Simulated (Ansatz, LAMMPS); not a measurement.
# Sc in place of Al at several sites of glassy 46SiO2-16Al2O3-16BaO-16Li2O-5Sc2O3 (mol %) (121 atoms)

Aim: make Sc in place of Al at several sites of glassy 46SiO2-16Al2O3-16BaO-16Li2O-5Sc2O3 (mol %) (121 atoms), relax each, and compare their energies.

Program: Ansatz 0.2.0. Level of theory: Kohn-Sham DFT, PBEsol, PAW (set soft_2), plane waves. Values are calculated unless marked as measured.

### Step 1. The structure

The cell holds 121 atoms: 17 Si, 12 Al, 6 Ba, 12 Li, 4 Sc and 70 O. Its edges and angles: a = 11.674 Å, b = 11.674 Å, c = 11.674 Å, α = 90.0°, β = 90.0°, γ = 90.0°. 121 atoms (17 Si, 12 Al, 6 Ba, 12 Li, 4 Sc, 70 O) placed at random at 3.16 g/cm³, melted at 4000 K for 10 ps at fixed volume with the Morse and Coulomb pair potential with partial charges (Pedone, Malavasi, Menziani, Cormack and Segre, J. Phys. Chem. B 110, 11780 (2006)). Quenched from 4000 K to 300 K at 10 K/ps and fixed volume, held 10 ps at zero pressure, then minimised at fixed cell.

What the set-up can't give: The quench rate of 10 K/ps far exceeds what a furnace or splat quench reaches, so expect more defects and frozen-in strain than in a real sample. The starting topology of bonds comes from the classical model, and needn't be the one that DFT or experiment would give. Only the Γ point is sampled, in a cell whose shortest periodic width is 12 Å. Spin–orbit coupling is left out, which matters for the levels of the heavy elements.

### Step 2. Single point at the start

A single point comes first, to see the forces before anything moves.

Input file input.yaml:

```yaml
crystal:
  lattice:
    - [11.67426, 0.0, 0.0]
    - [0.0, 11.67426, 0.0]
    - [0.0, 0.0, 11.67426]
  atoms:
    - { symbol: Si, position: [0.53636, 0.64259, 0.8626] }
    - { symbol: Si, position: [0.99322, 0.10316, 0.63574] }
    - { symbol: Si, position: [0.46528, 0.45154, 0.69246] }
    - { symbol: Si, position: [0.66628, 0.64263, 0.42167] }
    - { symbol: Si, position: [0.00871, 0.73153, 0.59876] }
    - { symbol: Si, position: [0.33064, 0.98952, 0.31268] }
    - { symbol: Si, position: [0.4834, 0.47714, 0.06905] }
    - { symbol: Si, position: [0.24933, 0.59567, 0.11026] }
    - { symbol: Si, position: [0.79613, 0.355, 0.93245] }
    - { symbol: Si, position: [0.98911, 0.56208, 0.06238] }
    - { symbol: Si, position: [0.59824, 0.84888, 0.5715] }
    - { symbol: Si, position: [0.02721, 0.25657, 0.86204] }
    - { symbol: Si, position: [0.5182, 0.45955, 0.33079] }
    - { symbol: Si, position: [0.6395, 0.84685, 0.09423] }
    - { symbol: Si, position: [0.02955, 0.06322, 0.06448] }
    - { symbol: Si, position: [0.90262, 0.90139, 0.41018] }
    - { symbol: Si, position: [0.71511, 0.26373, 0.35074] }
    - { symbol: Al, position: [0.47834, 0.21026, 0.99474] }
    - { symbol: Al, position: [0.26776, 0.04811, 0.96663] }
    - { symbol: Al, position: [0.7292, 0.06648, 0.54905] }
    - { symbol: Al, position: [0.42251, 0.84701, 0.7575] }
    - { symbol: Al, position: [0.53077, 0.09238, 0.74351] }
    - { symbol: Al, position: [0.68147, 0.86985, 0.82584] }
    - { symbol: Al, position: [0.17283, 0.94941, 0.76536] }
    - { symbol: Al, position: [0.56941, 0.06197, 0.22341] }
    - { symbol: Al, position: [0.37332, 0.83712, 0.07066] }
    - { symbol: Al, position: [0.95263, 0.39536, 0.27048] }
    - { symbol: Al, position: [0.82987, 0.71065, 0.21966] }
    - { symbol: Al, position: [0.8762, 0.51633, 0.50611] }
    - { symbol: Ba, position: [0.20285, 0.63925, 0.81276] }
    - { symbol: Ba, position: [0.23302, 0.29686, 0.15822] }
    - { symbol: Ba, position: [0.80619, 0.57853, 0.7642] }
    [... 83 atom lines left out ...]
    - { symbol: O, position: [0.22592, 0.60087, 0.24087] }
    - { symbol: O, position: [0.99302, 0.11707, 0.18559] }
    - { symbol: O, position: [0.4037, 0.14261, 0.69329] }
    - { symbol: O, position: [0.59581, 0.9797, 0.53374] }
    - { symbol: O, position: [0.2924, 0.88434, 0.7144] }
    - { symbol: O, position: [0.01757, 0.16301, 0.96739] }
kpoints:
  mp_grid: { grid: [1, 1, 1] }
hamiltonian:
  xc: pbesol
scf:
  occupations: { method: fixed }
output:
  forces: true
```

Run with:

```console
$ ansatz run input.yaml --threads 4 --pin off --max-ram 8192MiB --backend cpu --events-out ev --progress --plain --runs-dir out
```

Log:

```text
[...]
Pseudopotentials: kind: paw
Pseudopotential: Si, paw, valence charge 4, recommended cutoff 420 eV (normal), Si.paw.azcp
Pseudopotential: Al, paw, valence charge 3, recommended cutoff 420 eV (normal), Al.paw.azcp
Pseudopotential: Ba, paw, valence charge 10, recommended cutoff 420 eV (normal), Ba.paw.azcp
Pseudopotential: Li, paw, valence charge 3, recommended cutoff 420 eV (normal), Li.paw.azcp
Pseudopotential: Sc, paw, valence charge 11, recommended cutoff 420 eV (normal), Sc.paw.azcp
Pseudopotential: O, paw, valence charge 6, recommended cutoff 420 eV (normal), O.paw.azcp
[...]
Crystal: 121 atoms, lattice volume = 1591.066 Å³
Basis set: ecut = 420 eV, 31103 PW (Γ), exchange–correlation on 160×160×160 points (8 copies of the dense FFT grid, shifted against one another)
Bands: 453, of which v1, the nominal top of the filled ones, is band 332 counted from 1 (331 counted from 0)
Symmetry: 1 space group operations
Space group: P1 (ITA 1), of the structure as read, at distance tolerance 1.2e-4 Å
k-points: 1
[...]
Initial density: superposition of atomic densities (neutral atoms: chi_scale 0, normalization atom), corrected by the library's trained network
Initial wavefunctions: pseudopotential atomic-orbital guess
[...]
SCF iter   1: F=—  HF=-102336.290274 eV  |F-HF|=—  |Δ(HF+E_count)|=         —  Δρ=1.17e-2  dr2=1.80e0  ethr=1.77e-3  ⟨swp⟩=6.0  Hψ=1555  notcnv=0  defer=117
preconditioner: auto → Resta (q_TF=auto, 2.359 Å⁻¹)  ε∞=3.5  [insulator: Δε(μ)=3.409 eV  Ē_g=14.354 eV  n_scr=364 (ndim 8)  ℏωp=22.7 eV  f_vac=0.095  ε∞_Penn≈3.5]
SCF iter   2: F=—  HF=-102335.803888 eV  |F-HF|=—  |Δ(HF+E_count)|=   4.86e-1  Δρ=2.57e-3  dr2=7.43e-2  ethr=2.71e-4  ⟨swp⟩=3.0  Hψ=717  notcnv=0  defer=118
SCF iter   3: F=—  HF=-102335.794399 eV  |F-HF|=—  |Δ(HF+E_count)|=   9.49e-3  Δρ=9.64e-4  dr2=1.70e-2  ethr=1.12e-5  ⟨swp⟩=4.0  Hψ=657  notcnv=0  defer=101
automatic band count: iteration 3 solves 435 bands in place of 453: the levels show a gap, and the empty bands left out lie too high to hold charge; the band table lists the bands solved (type scf.n_extra_bands for more)
SCF iter   4: F=—  HF=-102335.795948 eV  |F-HF|=—  |Δ(HF+E_count)|=   1.55e-3  Δρ=5.57e-4  dr2=5.70e-3  ethr=2.57e-6  ⟨swp⟩=3.0  Hψ=573  notcnv=0  defer=101
SCF iter   5: F=—  HF=-102335.796082 eV  |F-HF|=—  |Δ(HF+E_count)|=   1.34e-4  Δρ=1.52e-4  dr2=5.43e-4  ethr=8.58e-7  ⟨swp⟩=3.0  Hψ=646  notcnv=0  defer=101
[...]
SCF iter  10: F=—  HF=-102335.796432 eV  |F-HF|=—  |Δ(HF+E_count)|=   1.45e-6  Δρ=3.13e-6  dr2=1.91e-7  ethr=1.86e-10  ⟨swp⟩=2.0  Hψ=580  notcnv=0  defer=101
SCF iter  11: F=-102335.796432 eV  HF=-102335.796432 eV  |F-HF|=3.05e-8  |Δ(HF+E_count)|=   2.35e-7  Δρ=1.86e-6  dr2=5.59e-8  ethr=1.51e-11  ⟨swp⟩=4.0  Hψ=1322  notcnv=0
SCF 1 converged in 11 iterations: F = -102335.796432 eV  dr2 = 5.59e-8
[...]
SCF converged after 11 iterations
Free energy (F): -102335.796432 eV
Harris-Foulkes:  -102335.796432 eV  (|F-HF|=3.05e-8)
Internal energy: -102335.796432 eV  (E = F + TS)
E sigma→0 (E₀):  -102335.796432 eV
Fermi energy:    4.447389 eV
--- Per-component energies (eV) ---
[...]
Σ components = -102335.796432   (vs F -102335.796432, Δ=0.00e0)
--- Forces (eV/Å), atoms counted from 1 ---
  atom   1  Si    -0.52626119    -0.24806034    -1.30521276
  atom   2  Si     0.14758173     0.21518104     0.42712260
  atom   3  Si    -0.42236346     0.04339917     0.62213676
  atom   4  Si     0.83266713    -0.28640628     0.03218575
[...]
atom 121  O     -0.43721694     0.42391161    -0.15151387
  max |Σ_I F_I| component: 1.24e-4 eV/Å
```

The job ended after 24 s (4 threads of Arm Neoverse V1, shared host; peak memory 2.1 GiB; 80 s of CPU time).

Reading the cycles: dr2 is the Hartree energy of the density residual (eV), the measure of convergence; HF is the Harris–Foulkes estimate of the energy, which meets the free energy F at convergence.

The r.m.s. force at the start is 0.80 eV/Å.

### Step 3. Relaxation

The atoms are relaxed in the fixed cell, aiming at the force tolerance of the input.

Input file input.yaml:

```yaml
crystal:
  lattice:
    - [11.67426, 0.0, 0.0]
    - [0.0, 11.67426, 0.0]
    - [0.0, 0.0, 11.67426]
  atoms:
    [... the 121 atom lines of step 2 ...]
kpoints:
  mp_grid: { grid: [1, 1, 1] }
hamiltonian:
  xc: pbesol
scf:
  occupations: { method: fixed }
output:
  forces: true
relax:
  f_tol: 0.05
  max_steps: 120
```

Log:

```text
[...]
Crystal: 121 atoms, lattice volume = 1591.066 Å³
Basis set: ecut = 420 eV, 31103 PW (Γ), exchange–correlation on 160×160×160 points (8 copies of the dense FFT grid, shifted against one another)
Bands: 453, of which v1, the nominal top of the filled ones, is band 332 counted from 1 (331 counted from 0)
Symmetry: 1 space group operations
[...]
k-points: 1
[...]
SCF iter   1: F=—  HF=-102336.290275 eV  |F-HF|=—  |Δ(HF+E_count)|=         —  Δρ=1.17e-2  dr2=1.80e0  ethr=1.77e-3  ⟨swp⟩=6.0  Hψ=1555  notcnv=0  defer=117
[...]
SCF iter   7: F=-102335.796422 eV  HF=-102335.796403 eV  |F-HF|=1.89e-5  |Δ(HF+E_count)|=   6.18e-5  Δρ=3.25e-5  dr2=2.20e-5  ethr=9.41e-9  ⟨swp⟩=2.0  Hψ=1337  notcnv=0
SCF 1 converged in 7 iterations: F = -102335.796422 eV  dr2 = 2.20e-5
[...]
relax step   1: F+E_penalty+E_count = -102335.79642229 eV  Δ(F+E_penalty+E_count) = +0.000e0 eV  max|allowed force component| = 3.028e0 eV/Å  Δτ_max = 0.0000 Å  (7 SCF iters, dr2 threshold 6.25e-5 eV, accepted)
[... from here on, the SCF cycles and remarks between the steps are left out ...]
relax step   2: F+E_penalty+E_count = -102338.70520410 eV  Δ(F+E_penalty+E_count) = -2.909e0 eV  max|allowed force component| = 1.477e0 eV/Å  Δτ_max = 0.1977 Å  (6 SCF iters, dr2 threshold 1.00e-4 eV, accepted)
relax step   3: F+E_penalty+E_count = -102340.14755039 eV  Δ(F+E_penalty+E_count) = -1.442e0 eV  max|allowed force component| = 7.732e-1 eV/Å  Δτ_max = 0.1931 Å  (6 SCF iters, dr2 threshold 1.00e-4 eV, accepted)
relax step   4: F+E_penalty+E_count = -102340.50565710 eV  Δ(F+E_penalty+E_count) = -3.581e-1 eV  max|allowed force component| = 7.687e-1 eV/Å  Δτ_max = 0.2000 Å  (6 SCF iters, dr2 threshold 1.00e-4 eV, accepted)
relax step   5: F+E_penalty+E_count = -102340.76967061 eV  Δ(F+E_penalty+E_count) = -2.640e-1 eV  max|allowed force component| = 4.686e-1 eV/Å  Δτ_max = 0.1951 Å  (6 SCF iters, dr2 threshold 1.00e-4 eV, accepted)
relax step   6: F+E_penalty+E_count = -102340.91412149 eV  Δ(F+E_penalty+E_count) = -1.445e-1 eV  max|allowed force component| = 2.926e-1 eV/Å  Δτ_max = 0.1926 Å  (6 SCF iters, dr2 threshold 8.16e-5 eV, accepted)
relax step   7: F+E_penalty+E_count = -102341.03773381 eV  Δ(F+E_penalty+E_count) = -1.236e-1 eV  max|allowed force component| = 2.226e-1 eV/Å  Δτ_max = 0.1953 Å  (7 SCF iters, dr2 threshold 3.18e-5 eV, accepted)
relax step   8: F+E_penalty+E_count = -102341.13398030 eV  Δ(F+E_penalty+E_count) = -9.625e-2 eV  max|allowed force component| = 1.847e-1 eV/Å  Δτ_max = 0.1934 Å  (7 SCF iters, dr2 threshold 1.93e-5 eV, accepted)
relax step   9: F+E_penalty+E_count = -102341.19513849 eV  Δ(F+E_penalty+E_count) = -6.116e-2 eV  max|allowed force component| = 1.689e-1 eV/Å  Δτ_max = 0.2000 Å  (7 SCF iters, dr2 threshold 1.97e-5 eV, accepted)
relax step  10: F+E_penalty+E_count = -102341.21932243 eV  Δ(F+E_penalty+E_count) = -2.418e-2 eV  max|allowed force component| = 1.395e-1 eV/Å  Δτ_max = 0.1405 Å  (6 SCF iters, dr2 threshold 1.96e-5 eV, accepted)
relax step  11: F+E_penalty+E_count = -102341.22661590 eV  Δ(F+E_penalty+E_count) = -7.293e-3 eV  max|allowed force component| = 1.244e-1 eV/Å  Δτ_max = 0.0594 Å  (6 SCF iters, dr2 threshold 1.33e-5 eV, accepted)
relax step  12: F+E_penalty+E_count = -102341.22753378 eV  Δ(F+E_penalty+E_count) = -9.179e-4 eV  max|allowed force component| = 3.335e-1 eV/Å  Δτ_max = 0.0954 Å  (7 SCF iters, dr2 threshold 1.06e-5 eV, accepted)
relax step  13: F+E_penalty+E_count = -102341.24854999 eV  Δ(F+E_penalty+E_count) = -2.102e-2 eV  max|allowed force component| = 1.200e-1 eV/Å  Δτ_max = 0.0573 Å  (5 SCF iters, dr2 threshold 8.84e-5 eV, accepted)
relax step  14: F+E_penalty+E_count = -102341.23552218 eV  Δ(F+E_penalty+E_count) = +1.303e-2 eV  max|allowed force component| = 2.176e-1 eV/Å  Δτ_max = 0.2000 Å  (10 SCF iters, rejected (line search))
relax step  15: F+E_penalty+E_count = -102341.26049939 eV  Δ(F+E_penalty+E_count) = -1.195e-2 eV  max|allowed force component| = 7.336e-2 eV/Å  Δτ_max = 0.0989 Å  (9 SCF iters, accepted)
relax step  16: F+E_penalty+E_count = -102341.26684765 eV  Δ(F+E_penalty+E_count) = -6.348e-3 eV  max|allowed force component| = 7.892e-2 eV/Å  Δτ_max = 0.1000 Å  (9 SCF iters, accepted)
relax step  17: F+E_penalty+E_count = -102341.27098528 eV  Δ(F+E_penalty+E_count) = -4.138e-3 eV  max|allowed force component| = 5.130e-2 eV/Å  Δτ_max = 0.0836 Å  (9 SCF iters, accepted)
relax step  18: F+E_penalty+E_count = -102341.27327941 eV  Δ(F+E_penalty+E_count) = -2.294e-3 eV  max|allowed force component| = 3.313e-2 eV/Å  Δτ_max = 0.0337 Å  (8 SCF iters, accepted)
SCF converged after 8 iterations
Free energy (F): -102341.273279 eV
[...]
Internal energy: -102341.273279 eV  (E = F + TS)
E sigma→0 (E₀):  -102341.273279 eV
Fermi energy:    4.329517 eV
[...]
Σ components = -102341.273279   (vs F -102341.273279, Δ=0.00e0)
--- Forces (eV/Å), atoms counted from 1 ---
  atom   1  Si     0.02495051     0.00016655    -0.00486762
  atom   2  Si    -0.01111894     0.01202589     0.00971458
  atom   3  Si    -0.00704136     0.00511994    -0.01033123
  atom   4  Si    -0.00518998     0.01001698     0.02049873
[...]
atom 121  O     -0.01259870    -0.01756977    -0.01725342
  max |Σ_I F_I| component: 4.26e-5 eV/Å
--- Relaxed structure (18 steps of the walk, 17 accepted, 0 SCFs on fresh bases) ---
  F+E_penalty+E_count = -102341.27327941 eV   max|allowed force component| = 3.313e-2 eV/Å
  atoms:
    - { symbol: Si, position: [0.532007, 0.631750, 0.864415] }
    - { symbol: Si, position: [0.994605, 0.099126, 0.624866] }
    - { symbol: Si, position: [0.447827, 0.449873, 0.695728] }
    - { symbol: Si, position: [0.680610, 0.644948, 0.422381] }
[...]
- { symbol: O, position: [0.00381187, 0.149414, 0.953251] }
```

Wall time 4.6 min (4 threads); peak memory 2.1 GiB; 17 min of CPU time.

The relaxation converged after 18 steps, 5.48 eV below its start, with a largest force component of 0.033 eV/Å.

(Part 1 of 3 ends here.)

[Long decimals in the printed logs are rounded to 6 places.]

[Logs are printed without paths, hosts, clocks, repeated set-up lines and the standing remarks that a program may print on its own settings, such as how far it seeks lower states.]

[Hosts, paths, dates, database ids (printed as entryN), source tags and the programs' standing remarks are cut or masked in the printed files.]
